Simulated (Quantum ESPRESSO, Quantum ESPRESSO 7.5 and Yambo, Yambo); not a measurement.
# Quasiparticle gap of SnGeH2 (chair-type functionalised monolayer) in Yambo

Wanted: ground state, empty states, screening and self-energy for SnGeH2 (chair-type functionalised monolayer).

Main program and level: Quantum ESPRESSO 7.5 and Yambo 5.3.0; PBE and many-body steps on it, plane waves.

This is a report of a sequence of runs, with most program output left out.

### Step 1. Starting point

The cell holds 4 atoms: 1 Ge, 1 Sn and 2 H. Its edges and angles: a = 4.399 Å, b = 4.399 Å, c = 17.000 Å, α = 90.0°, β = 90.0°, γ = 120.0°. Vacuum lies along c.

As a file:

```cif
data_structure
_symmetry_space_group_name_H-M 'P 1'
_symmetry_Int_Tables_number 1
_cell_length_a 4.3995
_cell_length_b 4.3995
_cell_length_c 17.0000
_cell_angle_alpha 90.000
_cell_angle_beta 90.000
_cell_angle_gamma 120.000
_cell_volume 284.96
loop_
_atom_site_label
_atom_site_type_symbol
_atom_site_fract_x
_atom_site_fract_y
_atom_site_fract_z
_atom_site_occupancy
Ge1 Ge 0.33333 0.66667 0.52830 1
Sn2 Sn 0.66667 0.33333 0.48255 1
H3 H 0.33333 0.66667 0.61972 1
H4 H 0.66667 0.33333 0.38035 1
```

The structure was relaxed with PBE. The runs that relaxed it are not among those shown.

### Step 2. Ground state

This step: Quantum ESPRESSO 7.5; DFT, PBE, plane waves, norm-conserving pseudopotentials.

The ground-state density comes first.

Input file pw.in:

```
&control
  calculation = 'scf'
  prefix = 'x'
  outdir = 'o'
  pseudo_dir = 'pseudo'
/
&system
  ibrav = 0
  nat = 4
  ntyp = 3
  ecutwfc = 116.0
  nbnd = 29
  force_symmorphic = .true.
/
&electrons
  conv_thr = 1e-10
  electron_maxstep = 80
  mixing_beta = 0.5
/
ATOMIC_SPECIES
  Ge 72.63 Ge.upf
  Sn 118.71 Sn.upf
  H 1.008 H.upf
CELL_PARAMETERS angstrom
  4.3994631088 -0.0000000002 0.0000000000
  -2.1997315542 3.8100468153 0.0000000000
  0.0000000000 0.0000000000 17.0000000000
ATOMIC_POSITIONS crystal
  Ge 0.3333333333 0.6666666667 0.5282999711
  Sn 0.6666666667 0.3333333333 0.4825458173
  H 0.3333333333 0.6666666667 0.6197186829
  H 0.6666666667 0.3333333333 0.3803472934
K_POINTS automatic
  9 9 1 0 0 0
```

The run is started by

```sh
$ OMP_NUM_THREADS=1 mpirun -n 4 pw.x -nk 4 -in pw.in > pw.out
```

Elapsed: 63 s, on 4 MPI ranks of Arm Neoverse V1, shared host; peak memory 1.5 GiB.

This step gave:

```
total energy               : -13669.8767 eV
gap                        : 0.6086 eV
k of the valence top       : 0, 0, 0
k of the conduction bottom : 0, 0, 0
least direct gap           : 0.6086 eV
```

The gap is direct, at Γ.

### Step 3. Bands along the symmetry lines

The cheap functional maps the bands first; the places of the edges decide which points the dearer methods must see.

Input file pw.in:

```
&control
  calculation = 'bands'
  prefix = 'x'
  outdir = 'o'
  pseudo_dir = 'pseudo'
/
&system
  ibrav = 0
  nat = 4
  ntyp = 3
  ecutwfc = 116.0
  nbnd = 29
  force_symmorphic = .true.
/
&electrons
  conv_thr = 1e-9
  electron_maxstep = 80
  diago_full_acc = .true.
  diago_thr_init = 5e-6
/
ATOMIC_SPECIES
  Ge 72.63 Ge.upf
  Sn 118.71 Sn.upf
  H 1.008 H.upf
CELL_PARAMETERS angstrom
  4.3994631088 -0.0000000002 0.0000000000
  -2.1997315542 3.8100468153 0.0000000000
  0.0000000000 0.0000000000 17.0000000000
ATOMIC_POSITIONS crystal
  Ge 0.3333333333 0.6666666667 0.5282999711
  Sn 0.6666666667 0.3333333333 0.4825458173
  H 0.3333333333 0.6666666667 0.6197186829
  H 0.6666666667 0.3333333333 0.3803472934
K_POINTS crystal
  25
  0.00000000 0.00000000 0.00000000 1
  0.06250000 0.00000000 0.00000000 1
  0.12500000 0.00000000 0.00000000 1
  0.18750000 0.00000000 0.00000000 1
  0.25000000 0.00000000 0.00000000 1
  0.31250000 0.00000000 0.00000000 1
  0.37500000 0.00000000 0.00000000 1
  0.43750000 0.00000000 0.00000000 1
  0.50000000 0.00000000 0.00000000 1
  0.47916667 0.04166667 0.00000000 1
  0.45833333 0.08333333 0.00000000 1
  0.43750000 0.12500000 0.00000000 1
  0.41666666 0.16666666 0.00000000 1
  0.39583333 0.20833333 0.00000000 1
  0.37500000 0.25000000 0.00000000 1
  0.35416666 0.29166666 0.00000000 1
  0.33333333 0.33333333 0.00000000 1
  0.29166666 0.29166666 0.00000000 1
  0.25000000 0.25000000 0.00000000 1
  0.20833333 0.20833333 0.00000000 1
  0.16666666 0.16666666 0.00000000 1
  0.12500000 0.12500000 0.00000000 1
  0.08333333 0.08333333 0.00000000 1
  0.04166667 0.04166667 0.00000000 1
  0.00000000 0.00000000 0.00000000 1
```

It took 32 s on 4 MPI ranks; peak memory 1.1 GiB; 2.1 min of CPU time.

Numbers from this step:

* gap: 0.6086 eV
* k of the valence top: 0, 0, 0
* k of the conduction bottom: 0, 0, 0
* least direct gap: 0.6086 eV

The gap is 0.609 eV, as in the run before at this level.

The electronic bands at the labelled points (eV, zero at the top of the highest filled band):

```
  point  band 20  band 21  band 22  band 23  band 24  band 25  band 26  band 27
      Γ    -5.69    -2.27     0.00     0.00     0.61     3.77     3.80     3.80
halfway    -5.94    -2.62    -2.29    -0.78     2.01     4.00     4.26     5.20
      M    -6.90    -3.25    -2.52    -1.31     1.75     3.68     4.42     6.06
halfway    -7.00    -3.15    -2.56    -2.09     3.12     3.83     4.57     4.99
      K    -7.19    -2.95    -2.73    -2.59     4.19     4.20     4.20     5.69
halfway    -6.07    -2.73    -2.38    -1.33     3.13     3.58     4.16     4.98
      Γ    -5.69    -2.27     0.00     0.00     0.61     3.77     3.80     3.80
```

### Step 4. Empty states on the mesh, 6×6×1 mesh, 103 bands

The sums over transitions need many empty states on a uniform mesh; this step solves for them.

Input file pw.in:

```
&control
  calculation = 'nscf'
  prefix = 'x'
  outdir = 'o'
  pseudo_dir = 'pseudo'
/
&system
  ibrav = 0
  nat = 4
  ntyp = 3
  ecutwfc = 116.0
  nbnd = 103
  force_symmorphic = .true.
/
&electrons
  conv_thr = 1e-9
  electron_maxstep = 80
  diago_full_acc = .true.
  diago_thr_init = 5e-6
/
ATOMIC_SPECIES
  Ge 72.63 Ge.upf
  Sn 118.71 Sn.upf
  H 1.008 H.upf
CELL_PARAMETERS angstrom
  4.3994631088 -0.0000000002 0.0000000000
  -2.1997315542 3.8100468153 0.0000000000
  0.0000000000 0.0000000000 17.0000000000
ATOMIC_POSITIONS crystal
  Ge 0.3333333333 0.6666666667 0.5282999711
  Sn 0.6666666667 0.3333333333 0.4825458173
  H 0.3333333333 0.6666666667 0.6197186829
  H 0.6666666667 0.3333333333 0.3803472934
K_POINTS automatic
  6 6 1 0 0 0
```

The job ended after 70 s (4 MPI ranks; peak memory 2 GiB).

This step gave:

```yaml
gap: 0.6086 eV
k_of_the_valence_top: 0, 0, 0
k_of_the_conduction_bottom: 0, 0, 0
least_direct_gap: 0.6086 eV
k_points_computed: 7
lowest_point_of_the_top_converged_band_above_the_valence_top: 26.22 eV
```

On this mesh the gap is 0.609 eV.

### Step 5. Conversion and set-up

This step: Yambo 5.3.0; conversion and set-up on PBE, plane waves, norm-conserving pseudopotentials.

The states are converted to the many-body program's format and the q mesh is built.

The run is started by

```sh
$ (cd o/x.save; p2y > p2y.log; mv SAVE ../..); yambo > setup.log
```

It took 5.9 s on 1 MPI rank; peak memory 0.3 GiB.

### Step 6. Screening and self-energy, 6×6×1 mesh, 103 bands, screening to 74.8 eV

Now the one-shot GW correction: screening in the RPA, then the self-energy of the levels asked for.

This step: G0W0 on PBE, plane waves, norm-conserving pseudopotentials.

Input file gw1.in:

```
HF_and_locXC
gw0
dyson
ppa
em1d
rim_cut
rim_w
RandQpts= 3000000
RandGvec= 100 RL
CUTGeo= "slab z"
RandGvecW= 9 RL
EXXRLvcs= 116 Ry
VXCRLvcs= 464 Ry
Chimod= "HARTREE"
% BndsRnXp
 1 | 103 |
%
NGsBlkXp= 5.5 Ry
% LongDrXp
 1 | 1 | 0 |
%
% GbndRnge
 1 | 103 |
%
DysSolver= "n"
ExtendOut
PPAPntXp= 27.21138 eV
% QPkrange
 1 | 7 | 21 | 24 |
%
```

The run is started by

```sh
$ OMP_NUM_THREADS=1 mpirun -n 4 yambo -F gw1.in -J gw1 -C gw1 > gw1.log
```

The job ended after 13 min (4 MPI ranks; peak memory 6.1 GiB; 52 min of CPU time).

This step gave:

```
G0W0 gap on the mesh                         : 1.401 eV
starting gap on the mesh                     : 0.6086 eV
k of the valence top                         : 0, 0, 0
k of the conduction bottom                   : 0, 0, 0
least direct G0W0 gap on the computed points : 1.401 eV
Z at the valence top                         : 0.6436
Z at the conduction bottom                   : 0.6334
```

The gap on the mesh goes from 0.61 eV to 1.40 eV, a correction of +0.79 eV.

Limits: finite bands, cutoff and mesh; no spin-orbit coupling. v1 is the top filled band, c1 the lowest empty one. Levels before and after the correction, in eV, zero at the valence-band top of each column:

```
           conduction bottom  valence top
Kohn-Sham               0.61         0.00
     G0W0               1.40         0.00
```

```
             level  energy (eV)
Kohn-Sham     Γ v3       -2.266
Kohn-Sham  Γ v2-v1        0.000
Kohn-Sham     Γ c1        0.609
     G0W0     Γ v3       -2.771
     G0W0  Γ v2-v1        0.000
     G0W0     Γ c1        1.401
```

### Step 7. Where the time went

Times are wall times on the hardware named with each run, good to a factor of about two.

```
                          step    time  share  memory (GiB)
                  ground state    63 s    7 %           1.5
bands along the symmetry lines    32 s    3 %           1.1
      empty states on the mesh    70 s    7 %           2.0
         conversion and set-up   5.9 s    1 %           0.3
     screening and self-energy  13 min   82 %           6.1
```

### Step 8. Results

* PBE gap: 0.61 eV, direct
* G0W0 gap on the mesh: 1.40 eV
* GW settings: 6×6×1 mesh, 103 bands, screening to 74.8 eV, Godby-Needs plasmon pole
* known limits: not at the basis limit; no spin-orbit coupling

**Reading.** G0W0 moves the gap on the mesh from 0.61 eV to 1.40 eV (+0.79 eV), with Z of 0.64 and 0.63 at the edges. The dearest step here is «screening and self-energy». Bands and cutoff are finite, so the gap is not at the basis limit. The miss can reach some tenths of an eV and take either sign; the mesh is an error of its own. The many-body steps are scalar-relativistic: spin-orbit coupling is not in them.

[Paths, hosts, dates, memory and timing lines, banners, echoed tables and standing remarks are left out of the program output.]

[Logs are printed without paths, hosts, clocks, repeated set-up lines and the standing remarks that a program may print on its own settings, such as how far it seeks lower states.]

[Runs of the session that timed out or met a known fault of the program may be left out.]

[Hosts, paths, dates, database ids (printed as entryN), source tags and the programs' standing remarks are cut or masked in the printed files.]
